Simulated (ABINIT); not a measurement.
Planning a run of ABINIT 10.8.3 on KRb2ScF6 (Fm-3m). The input:

```
acell 3*1.0 Angstrom
rprim 
  0.000000000000 4.509500000000 4.509500000000
  4.509500000000 0.000000000000 4.509500000000
  4.509500000000 4.509500000000 0.000000000000
ntypat 4
znucl 19 37 21 9
natom 10
typat 1 2 2 3 4 4 4 4 4 4
xred 
  0.500000000000 0.500000000000 0.500000000000
  0.250000000000 0.250000000000 0.250000000000
  0.750000000000 0.750000000000 0.750000000000
  0.000000000000 -0.000000000000 0.000000000000
  0.780000000000 0.220000000000 0.220000000000
  0.220000000000 0.780000000000 0.220000000000
  0.220000000000 0.780000000000 0.780000000000
  0.780000000000 0.220000000000 0.780000000000
  0.220000000000 0.220000000000 0.780000000000
  0.780000000000 0.780000000000 0.220000000000
pp_dirpath "pseudos"
pseudos "K.upf, Rb.upf, Sc.upf, F.upf"
ecut 36
ngkpt 2 2 2
nshiftk 1
shiftk 0 0 0
kptopt 1
chksymbreak 0
istwfk *1
occopt 1
irdwfk 1
optdriver 3
nband 263
ecuteps 4.8
inclvkb 2
awtr 1
symchi 1
irdqps 1
gwcalctyp 10
nqptdm 2
qptdm 
  0.5000000000 0.0000000000 0.0000000000
  0.5000000000 0.5000000000 0.0000000000
indata_prefix "in"
outdata_prefix "out"
tmpdata_prefix "tmp"
```

```sh
OMP_NUM_THREADS=1 mpirun -n 8 abinit run.abi > log; mrgscr < mrgscr.stdin
```

Question: Estimate wall time and host memory on 8 MPI ranks of Intel Xeon Platinum 8259CL at 2.50GHz (Skylake/Cascade Lake), shared host.

It took 61 s; on shared hardware allow 31 s to 2 min. Peak host memory was 3.7 GiB.

[Paths, hosts, dates, memory and timing lines, banners, echoed tables and standing remarks are left out of the program output.]

[Logs are printed without paths, hosts, clocks, repeated set-up lines and the standing remarks that a program may print on its own settings, such as how far it seeks lower states.]

[Runs of the session that timed out or met a known fault of the program may be left out.]

[Hosts, paths, dates, database ids (printed as entryN), source tags and the programs' standing remarks are cut or masked in the printed files.]

[G0W0 gaps are taken among the corrected bands and points alone; a level outside them can change the order at an edge.]

[Where Ansatz stands beside ABINIT at settings called matched, ABINIT's density can come from a denser mesh and the files from another edition; pairs whose starting gaps differed by over 0.03 eV were left out, so agreement reads better than it is.]
